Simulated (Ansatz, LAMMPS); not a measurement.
# Structural relaxation of amorphous HfO2 at 8.35 g/cm^3 (84 atoms)

How does amorphous HfO2 at 8.35 g/cm^3 (84 atoms) relax, and what do bonds, charges and levels look like afterwards?

Main program and level: Ansatz 0.2.0; Kohn-Sham DFT, PBE, PAW (set soft_2), plane waves.

## 1. The starting structure

The cell holds 84 atoms: 28 Hf and 56 O. Cell: a = 10.544 Å, b = 10.544 Å, c = 10.544 Å, α = 90.0°, β = 90.0°, γ = 90.0°. 84 atoms (28 Zr, 56 O) placed at random at 4.89 g/cm³, melted at 5000 K for 10 ps at fixed volume with the Morse and Coulomb pair potential with partial charges (Pedone, Malavasi, Menziani, Cormack and Segre, J. Phys. Chem. B 110, 11780 (2006)). Quenched from 5000 K to 300 K at 50 K/ps and fixed volume, held 5 ps, then minimised at fixed cell. Then Zr was replaced by Hf at the same volume (the potential has no terms for Hf, so the cell is a start for a DFT relaxation). The density is one point of a scan and needn't be that of the real material.

Before any run, some limits are plain. The quench rate of 50 K/ps far exceeds what a furnace or splat quench reaches, so expect more defects and frozen-in strain than in a real sample. The network of bonds at the start is that of the classical potential that made the cell. Only the Γ point is sampled in the main run, in a cell whose shortest periodic width is 11 Å. No spin–orbit coupling is included, so levels derived from the heavy atoms are approximate.

## 2. Making the structure

A classical potential makes the cell, at a small fraction of what the same run would cost in DFT.

This step: classical MD, Morse and Coulomb pair potential with partial charges (Pedone, Malavasi, Menziani, Cormack and Segre, J. Phys. Chem. B 110, 11780 (2006)) (LAMMPS 22 Jul 2025 - Update 4).

File in.lmp:

```
# melt-quench of Zr28O56
units metal
atom_style charge
boundary p p p
region box block 0 10.5436 0 10.5436 0 10.5436
create_box 2 box
mass 1 91.2240   # Zr
mass 2 15.9990   # O
create_atoms 1 random 28 35088 NULL overlap 1.5 maxtry 2000
create_atoms 2 random 56 35095 NULL overlap 1.5 maxtry 2000
pair_style hybrid/overlay pedone 5.5 coul/long 8.0
pair_coeff * * coul/long
pair_coeff 1 2 pedone 0.206237 2.479675 2.436997 1   # Zr-O
pair_coeff 2 2 pedone 0.042395 1.379316 3.618701 22   # O-O
set type 1 charge 2.4
set type 2 charge -1.2
kspace_style pppm 1.0e-4
neigh_modify delay 0 every 1 check yes
thermo_style custom step time temp pe press density
thermo_modify norm yes
timestep 0.002
thermo 100
min_style cg
minimize 1e-4 1e-4 200 2000
reset_timestep 0
velocity all create 5000 35089 mom yes dist gaussian
fix lim all nve/limit 0.05
fix lan all langevin 5000 5000 0.2 35090 zero yes
thermo 500
run 1000 post no
unfix lim
unfix lan
thermo 833
fix md all nvt temp 5000 5000 0.2
run 5000 post no
unfix md
thermo 4700
fix md all nvt temp 5000 300 0.2
run 47000 post no
unfix md
thermo 1250
fix md all nvt temp 300 300 0.2
run 2500 post no
unfix md
thermo 100
min_style cg
minimize 0 1e-3 2000 20000
write_dump all custom glass.dump id type xs ys zs modify sort id
```

The run is started by

```bash
lmp -in in.lmp -log none -nocite
```

Numbers of over 12 decimals in the logs are rounded to 6 here.

The program printed:

```text
LAMMPS (22 Jul 2025 - Update 4)
Created orthogonal box = (0 0 0) to (10.5436 10.5436 10.5436)
Created 28 atoms
Created 56 atoms
PPPM initialization ...
  G vector (1/distance) = 0.38547098
  grid = 12 12 12
  estimated relative force accuracy = 5.7153972e-05
   Step          Time           Temp          PotEng         Press         Density
         0   0              0              0.32426365     1461021        4.8879705
        80   0.16           0             -15.002855     -21817.08       4.8879705
Loop time of 0.541236 s on 1 MPI rank(s) for 80 steps with 84 atoms
Minimization stats:
  Stopping criterion = energy tolerance
[... 36 lines left out ...]
     55000   110            312.36657     -15.166656     -59447.387      4.8879705
     55500   111            296.90992     -15.166525     -58151.663      4.8879705
Loop time of 4.69269 s on 1 MPI rank(s) for 2500 steps with 84 atoms
   Step          Time           Temp          PotEng         Press         Density
     55500   111            296.90992     -15.166525     -58151.663      4.8879705
     55513   111.026        296.90992     -15.202487     -62602.201      4.8879705
Loop time of 0.0549883 s on 1 MPI rank(s) for 13 steps with 84 atoms
Minimization stats:
  Stopping criterion = linesearch alpha is zero
  Energy initial, next-to-last, final =
     -15.1665251297307  -15.2024868035479  -15.2024868035479
  Force two-norm initial, final = 11.048561 0.33498722
  Iterations, force evaluations = 13 59
```

The job ended after 1.8 min (1 thread of Intel Xeon at 2.80GHz (Skylake/Cascade Lake), shared host; peak memory 0.63 GiB).

## 3. Single point at the start

A single point comes first, to see the forces before anything moves.

File input.yaml:

```yaml
crystal:
  lattice:
    - [10.5436, 0.0, 0.0]
    - [0.0, 10.5436, 0.0]
    - [0.0, 0.0, 10.5436]
  atoms:
    - { symbol: Hf, position: [0.6664, 0.28078, 0.31342] }
    - { symbol: Hf, position: [0.96913, 0.69006, 0.90798] }
    - { symbol: Hf, position: [0.04261, 0.07081, 0.37536] }
    - { symbol: Hf, position: [0.7299, 0.89466, 0.31074] }
    - { symbol: Hf, position: [0.44847, 0.4824, 0.94506] }
    - { symbol: Hf, position: [0.44543, 0.55953, 0.41226] }
    - { symbol: Hf, position: [0.69307, 0.56805, 0.15918] }
    - { symbol: Hf, position: [0.89441, 0.15795, 0.72901] }
    - { symbol: Hf, position: [0.31167, 0.3073, 0.20505] }
    - { symbol: Hf, position: [0.00183, 0.38055, 0.28999] }
    - { symbol: Hf, position: [0.78192, 0.43385, 0.89726] }
    - { symbol: Hf, position: [0.22139, 0.63723, 0.15514] }
    - { symbol: Hf, position: [0.71861, 0.93507, 0.87661] }
    - { symbol: Hf, position: [0.30532, 0.00995, 0.62506] }
    - { symbol: Hf, position: [0.61135, 0.05702, 0.55296] }
    - { symbol: Hf, position: [0.08357, 0.38729, 0.94406] }
    - { symbol: Hf, position: [0.36275, 0.20376, 0.84207] }
    - { symbol: Hf, position: [0.23094, 0.34541, 0.52453] }
    - { symbol: Hf, position: [0.70661, 0.71632, 0.6419] }
    - { symbol: Hf, position: [0.60114, 0.40404, 0.64585] }
    - { symbol: Hf, position: [0.01404, 0.55514, 0.62575] }
    - { symbol: Hf, position: [0.17806, 0.9451, 0.0685] }
    - { symbol: Hf, position: [0.44169, 0.79658, 0.9011] }
    - { symbol: Hf, position: [0.98467, 0.72502, 0.36345] }
    - { symbol: Hf, position: [0.87053, 0.13111, 0.10104] }
    - { symbol: Hf, position: [0.51023, 0.06998, 0.1441] }
    - { symbol: Hf, position: [0.26429, 0.67939, 0.667] }
    - { symbol: Hf, position: [0.35073, 0.87078, 0.34827] }
    - { symbol: O, position: [0.37702, 0.72176, 0.51173] }
    - { symbol: O, position: [0.29141, 0.7838, 0.02851] }
    - { symbol: O, position: [0.59121, 0.81567, 0.77262] }
    - { symbol: O, position: [0.03023, 0.41187, 0.48622] }
    - { symbol: O, position: [0.5427, 0.96032, 0.97508] }
    - { symbol: O, position: [0.2736, 0.37197, 0.89762] }
    - { symbol: O, position: [0.87227, 0.65808, 0.53972] }
    - { symbol: O, position: [0.95282, 0.50155, 0.81138] }
    - { symbol: O, position: [0.31989, 0.8544, 0.7404] }
    - { symbol: O, position: [0.43885, 0.992, 0.48348] }
    - { symbol: O, position: [0.68887, 0.07996, 0.3694] }
    - { symbol: O, position: [0.40678, 0.21457, 0.04469] }
    - { symbol: O, position: [0.50343, 0.34684, 0.80731] }
    - { symbol: O, position: [0.53863, 0.90273, 0.2565] }
    - { symbol: O, position: [0.97914, 0.11876, 0.55804] }
    - { symbol: O, position: [0.47292, 0.08771, 0.71182] }
    - { symbol: O, position: [0.08719, 0.69706, 0.75113] }
    - { symbol: O, position: [0.6399, 0.26354, 0.51459] }
    - { symbol: O, position: [0.17104, 0.23023, 0.36575] }
    - { symbol: O, position: [0.47256, 0.22051, 0.28232] }
    - { symbol: O, position: [0.77439, 0.95275, 0.12274] }
    - { symbol: O, position: [0.38813, 0.62124, 0.81545] }
    - { symbol: O, position: [0.80805, 0.42587, 0.26159] }
    - { symbol: O, position: [0.82838, 0.78369, 0.80158] }
    - { symbol: O, position: [0.34298, 0.4837, 0.11039] }
    - { symbol: O, position: [0.28972, 0.44198, 0.35615] }
    - { symbol: O, position: [0.76832, 0.31213, 0.74072] }
    - { symbol: O, position: [0.05062, 0.06117, 0.16428] }
    - { symbol: O, position: [0.73996, 0.03709, 0.69967] }
    - { symbol: O, position: [0.32247, 0.00337, 0.19449] }
    - { symbol: O, position: [0.04166, 0.25432, 0.80783] }
    - { symbol: O, position: [0.26736, 0.19894, 0.65158] }
    - { symbol: O, position: [0.12609, 0.33837, 0.13667] }
    - { symbol: O, position: [0.1494, 0.80541, 0.24553] }
    - { symbol: O, position: [0.54332, 0.66149, 0.01927] }
    - { symbol: O, position: [0.10449, 0.57684, 0.00369] }
    - { symbol: O, position: [0.90943, 0.20479, 0.28992] }
    - { symbol: O, position: [0.67933, 0.18334, 0.13747] }
    - { symbol: O, position: [0.92318, 0.91111, 0.36582] }
    - { symbol: O, position: [0.78857, 0.70775, 0.27122] }
    - { symbol: O, position: [0.11815, 0.68183, 0.50576] }
    - { symbol: O, position: [0.68887, 0.54631, 0.75971] }
    - { symbol: O, position: [0.4229, 0.41379, 0.55273] }
    - { symbol: O, position: [0.57234, 0.4709, 0.28951] }
    - { symbol: O, position: [0.82732, 0.59446, 0.01221] }
    - { symbol: O, position: [0.19832, 0.9672, 0.46093] }
    - { symbol: O, position: [0.90099, 0.32103, 0.01344] }
    - { symbol: O, position: [0.25285, 0.05308, 0.91494] }
    - { symbol: O, position: [0.19843, 0.49297, 0.64983] }
    - { symbol: O, position: [0.02713, 0.8505, 0.99303] }
    - { symbol: O, position: [0.62933, 0.43484, 0.01964] }
    - { symbol: O, position: [0.67877, 0.86284, 0.50642] }
    - { symbol: O, position: [0.05613, 0.5698, 0.26271] }
    - { symbol: O, position: [0.84832, 0.08087, 0.91012] }
    - { symbol: O, position: [0.37206, 0.68593, 0.27666] }
    - { symbol: O, position: [0.60474, 0.57739, 0.5352] }
kpoints:
  mp_grid: { grid: [1, 1, 1] }
hamiltonian:
  xc: pbe
scf:
  occupations: { method: fermi_dirac, width: 0.025 }
output:
  forces: true
```

The run is started by

```bash
ansatz run input.yaml --threads 4 --pin off --max-ram 8192MiB --backend cpu --events-out ev --progress --plain --runs-dir out
```

The program printed:

```text
Engine: ansatz 0.2.0, x86_64-unknown-linux-gnu
Pseudopotentials: kind: paw
Pseudopotential: Hf, paw, valence charge 26, recommended cutoff 420 eV (normal), Hf.paw.azcp
Pseudopotential: O, paw, valence charge 6, recommended cutoff 420 eV (normal), O.paw.azcp
[... 5 lines on functional and potentials left out ...]
Crystal: 84 atoms, lattice volume = 1172.106 Å³
Basis set: ecut = 420 eV, 22983 PW (Γ), exchange–correlation on 144×144×144 points (8 copies of the dense FFT grid, shifted against one another)
Bands: 616, of which v1, the nominal top of the filled ones, is band 532 counted from 1 (531 counted from 0)
Symmetry: 1 space group operations
Space group: P1 (ITA 1), of the structure as read, at distance tolerance 1.1e-4 Å
k-points: 1
[... 5 lines on functional and potentials left out ...]
Initial density: superposition of atomic densities (neutral atoms: chi_scale 0, normalization atom), corrected by the library's trained network
Initial wavefunctions: pseudopotential atomic-orbital guess
Functional: x = pbe(κ = 0.804, μ = 0.219515), c = pbe(β = 0.066725)
SCF iter   1: F=—  HF=-472109.543052 eV  |F-HF|=—  |Δ(HF+E_count)|=         —  Δρ=4.12e-3  dr2=2.16e-1  ethr=1.77e-3  ⟨swp⟩=4.0  Hψ=1908  notcnv=0  defer=44
preconditioner: auto → Resta (q_TF=auto, 2.685 Å⁻¹)  ε∞=5.1  [insulator: Δε(μ)=3.503 eV  Ē_g=16.990 eV  σ=0.025 eV  W_gap=1.00  n_scr=388 (ndim 8)  ℏωp=34.4 eV  f_vac=0.145  D(μ)=0.00/eV (n_scr^D=0)  ε∞_Penn≈5.1]
SCF iter   2: F=—  HF=-472109.521655 eV  |F-HF|=—  |Δ(HF+E_count)|=   2.14e-2  Δρ=2.01e-3  dr2=4.22e-2  ethr=2.03e-5  ⟨swp⟩=2.0  Hψ=1137  notcnv=0  defer=77
SCF iter   3: F=—  HF=-472109.523146 eV  |F-HF|=—  |Δ(HF+E_count)|=   1.49e-3  Δρ=8.81e-4  dr2=1.30e-2  ethr=3.97e-6  ⟨swp⟩=2.0  Hψ=919  notcnv=0  defer=77
SCF iter   4: F=—  HF=-472109.524539 eV  |F-HF|=—  |Δ(HF+E_count)|=   1.39e-3  Δρ=2.71e-4  dr2=1.37e-3  ethr=1.22e-6  ⟨swp⟩=2.0  Hψ=1042  notcnv=0  defer=77
SCF iter   5: F=—  HF=-472109.525110 eV  |F-HF|=—  |Δ(HF+E_count)|=   5.72e-4  Δρ=1.60e-4  dr2=4.40e-4  ethr=1.29e-7  ⟨swp⟩=2.0  Hψ=1071  notcnv=0  defer=77
SCF iter   6: F=—  HF=-472109.525287 eV  |F-HF|=—  |Δ(HF+E_count)|=   1.76e-4  Δρ=5.84e-5  dr2=6.52e-5  ethr=4.14e-8  ⟨swp⟩=2.0  Hψ=1064  notcnv=0  defer=77
SCF iter   7: F=—  HF=-472109.527887 eV  |F-HF|=—  |Δ(HF+E_count)|=   2.60e-3  Δρ=4.72e-5  dr2=3.06e-5  ethr=6.13e-9  ⟨swp⟩=2.0  Hψ=1146  notcnv=0  defer=77
SCF iter   8: F=—  HF=-472109.527896 eV  |F-HF|=—  |Δ(HF+E_count)|=   8.27e-6  Δρ=1.94e-5  dr2=5.43e-6  ethr=2.88e-9  ⟨swp⟩=2.0  Hψ=1069  notcnv=0  defer=77
SCF iter   9: F=—  HF=-472109.527899 eV  |F-HF|=—  |Δ(HF+E_count)|=   2.96e-6  Δρ=7.89e-6  dr2=9.36e-7  ethr=5.11e-10  ⟨swp⟩=3.0  Hψ=1070  notcnv=0  defer=77
SCF iter  10: F=—  HF=-472109.527899 eV  |F-HF|=—  |Δ(HF+E_count)|=   6.09e-7  Δρ=6.74e-6  dr2=5.46e-7  ethr=8.80e-11  ⟨swp⟩=3.0  Hψ=1071  notcnv=0  defer=77
SCF iter  11: F=-472109.527899 eV  HF=-472109.527899 eV  |F-HF|=8.73e-10  |Δ(HF+E_count)|=   7.79e-8  Δρ=2.41e-6  dr2=7.59e-8  ethr=9.40e-12  ⟨swp⟩=3.0  Hψ=2505  notcnv=0
SCF 1 converged in 11 iterations: F = -472109.527899 eV  dr2 = 7.59e-8
  greatest PAW one-centre occupation: 0.999 electrons in one spin orbital (limit 2), on the Hf atom at site 3 (counted from 0), in its partial waves of l = 0
SCF converged after 11 iterations
Free energy (F): -472109.527899 eV
Harris-Foulkes:  -472109.527899 eV  (|F-HF|=8.73e-10)
Internal energy: -472109.527899 eV  (E = F + TS)
E sigma→0 (E₀):  -472109.527899 eV
Fermi energy:    12.718539 eV
--- Per-component energies (eV) ---
  E_band       = -3730.110243
  E_kinetic    = 21446.454085
  E_local      = -200098.514489  (includes V_loc(G=0)·N_el)
  E_nonlocal   = -32133.046018
  E_hartree    = 90880.872176
  E_xc         = -12483.319139
  E_vxc        = -12658.699277  (∫ρ·V_xc dr)
  E_paw        = -202783.572147  (= ΣΔE_a)
  E_vpaw       = 37951.821227  (= ΣTr[D̂ρ^β])
  E_aug_tail   = 0.137443  (compensation charges beyond the density's cutoff)
  E_ewald      = -136938.539810
  E_smearing   = -0.000000  (= −TS)
  E_closure    = -0.000000  (closes the sum)
  Σ components = -472109.527899   (vs F -472109.527899, Δ=0.00e0)
--- Forces (eV/Å), atoms counted from 1 ---
  atom   1  Hf    -0.13406875    -0.46385376    -0.25718203
  atom   2  Hf     0.87584166     1.69631344     0.72471118
  atom   3  Hf    -0.06904170     0.11106339     1.48160337
  atom   4  Hf    -0.37454079     0.16974669    -0.91883813
  atom   5  Hf     0.41282428     0.92476016     0.07193587
  atom   6  Hf     0.13469682    -0.32747087     0.47006052
  atom   7  Hf     0.34986927     0.29001482    -0.42184596
  atom   8  Hf     1.08889590     2.01526717    -0.25989772
  atom   9  Hf     0.04449991     0.51450118     0.06049669
  atom  10  Hf    -0.22862152     0.33385296     0.52527728
  atom  11  Hf    -0.33823758     0.00975319     0.04872148
  atom  12  Hf    -0.58057191     0.77085986    -0.02957220
  atom  13  Hf     0.43746006    -0.26233142    -0.28614551
  atom  14  Hf     0.79073607     0.10614148    -0.57269807
[...]
atom  83  O      0.19109974     0.10384604    -0.10656537
  atom  84  O      0.06404262     0.01979383     0.36942441
  max |Σ_I F_I| component: 1.61e-4 eV/Å
```

Wall time 31 s (4 threads of Intel Xeon at 2.70GHz, shared host); peak memory 2 GiB; 1.9 min of CPU time.

The run gave:

```
free energy            : -472109.5279 eV
free energy per atom   : -5620.3515 eV/atom
SCF cycles             : 11
r.m.s. force component : 0.4302 eV/Å
longest force          : 2.305 eV/Å
Fermi energy           : 12.72 eV
```

The r.m.s. force component of 0.43 eV/Å sets the starting point.

Neighbours are counted within 2.83 Å (O-Hf).

Length of the force by element and coordination:

| element | coordination | atoms | mean length of the force (eV/Å) | spread | least | most |
| --- | --- | --- | --- | --- | --- | --- |
| Hf | all | 28 | 0.947 | 0.484 | 0.342 | 2.31 |
| Hf | 5 | 2 | 1.64 | 0.662 | 0.982 | 2.31 |
| Hf | 6 | 24 | 0.909 | 0.434 | 0.342 | 2.04 |
| Hf | 7 | 2 | 0.695 | 0.148 | 0.547 | 0.843 |
| O | all | 56 | 0.466 | 0.225 | 0.0948 | 1.13 |
| O | 2 | 4 | 0.506 | 0.202 | 0.295 | 0.838 |
| O | 3 | 48 | 0.470 | 0.234 | 0.0948 | 1.13 |
| O | 4 | 4 | 0.369 | 0.0094 | 0.355 | 0.379 |

(Continued in part 2 of 4.)

[Logs are printed without paths, hosts, clocks, repeated set-up lines and the standing remarks that a program may print on its own settings, such as how far it seeks lower states.]

[Hosts, paths, dates, database ids (printed as entryN), source tags and the programs' standing remarks are cut or masked in the printed files.]
